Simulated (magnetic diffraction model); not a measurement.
## CoPS4: what an assumed order does to the neutron pattern

Space group P6_422 (no. 181), a = 6.4120 Å, c = 14.3760 Å.

| site | atom | x | y | z |
| --- | --- | --- | --- | --- |
| 3d | Co | 1/2 | 0 | 1/2 |
| 12k | S | 0.8057 | 0.2409 | 0.4090 |
| 3c | P | 1/2 | 0 | 0 |

This is a made-up structure (elements placed in a structure type, unrelaxed), so the numbers test the method and describe no known phase.

Only Co is taken to order (form factors of Co3+); orders and moment sizes are assumed, and not adapted to the symmetry. Radiation: neutrons of λ = 4.2 Å, 5° to 80°; isotropic B of 0.58 Å² (Co), 0.81 Å² (S) and 0.85 Å² (P). The intensities are simulated: I ∝ L Σ (|F_N|² + |F_M⊥|²) for unpolarised neutrons, with F_M = 2.695 fm/μB × Σ f(s) S exp(2πi Q·r) exp(−B s²) at Q = H ± k (one set where k and −k are equivalent), only the part normal to Q counting and L = 1/(sin²θ cos θ). For collinear order S is the moment m, which repeats by lattice and centring translations R with the sign exp(−2πi k·R). Form factors are spin-only for 3d ions and dipole or tabulated for f ions, scattering lengths are Sears's of 1992, and absorption is left out. A label names one of the reflections at its angle. The strongest nuclear line in the range is 100, and lines under 0.2 are left out.

Assume the order k = (1/2 1/2 0), collinear moments along [001], 3.74 μB on Co; signs + at (1/2, 0, 1/2), + at (1/2, 1/2, 1/6), + at (0, 1/2, 5/6).

Predict the pattern, nuclear and magnetic parts apart.

```tsv
2θ (°)	index	nuclear	magnetic
21.80	(1/2 -1/2 0)	0.0	12.0
27.65	(1/2 -1/2 1)	0.0	37.4
38.24	(1/2 1/2 0)	0.0	19.5
40.73	(1/2 -1/2 2)	0.0	8.1
42.03	(1/2 1/2 1)	0.0	10.8
44.44	(1 0 0)	17.6	0.0
47.83	(1 0 1)	12.8	0.0
51.98	(0 0 3)	4.0	0.0
52.06	(1/2 1/2 2)	0.0	4.7
57.02	(1/2 -1/2 3)	0.0	0.6
57.09	(1 0 2)	100.0	0.0
60.04	(3/2 -1/2 0)	0.0	16.0
62.82	(3/2 -1/2 1)	0.0	10.8
66.33	(1/2 1/2 3)	0.0	4.7
69.12	(3/2 -3/2 0)	0.0	1.2
70.74	(1 0 3)	1.1	0.0
70.81	(3/2 -1/2 2)	0.0	7.0
71.72	(3/2 -3/2 1)	0.0	8.6
75.78	(1/2 -1/2 4)	0.0	0.8
79.30	(3/2 -3/2 2)	0.0	6.0
```

The strongest magnetic line in the range is (1/2 -1/2 1) at 27.65° (37.4). On top of the Lorentz factor, which all lines share, magnetic lines fade with angle because f falls: for Co3+ it is 0.93, 0.74, 0.53 and 0.20 at sin θ/λ = 0.1, 0.2, 0.3 and 0.5 Å⁻¹, while nuclear lengths stay constant. The order has no net moment.

[Logs are printed without paths, hosts, clocks, repeated set-up lines and the standing remarks that a program may print on its own settings, such as how far it seeks lower states.]
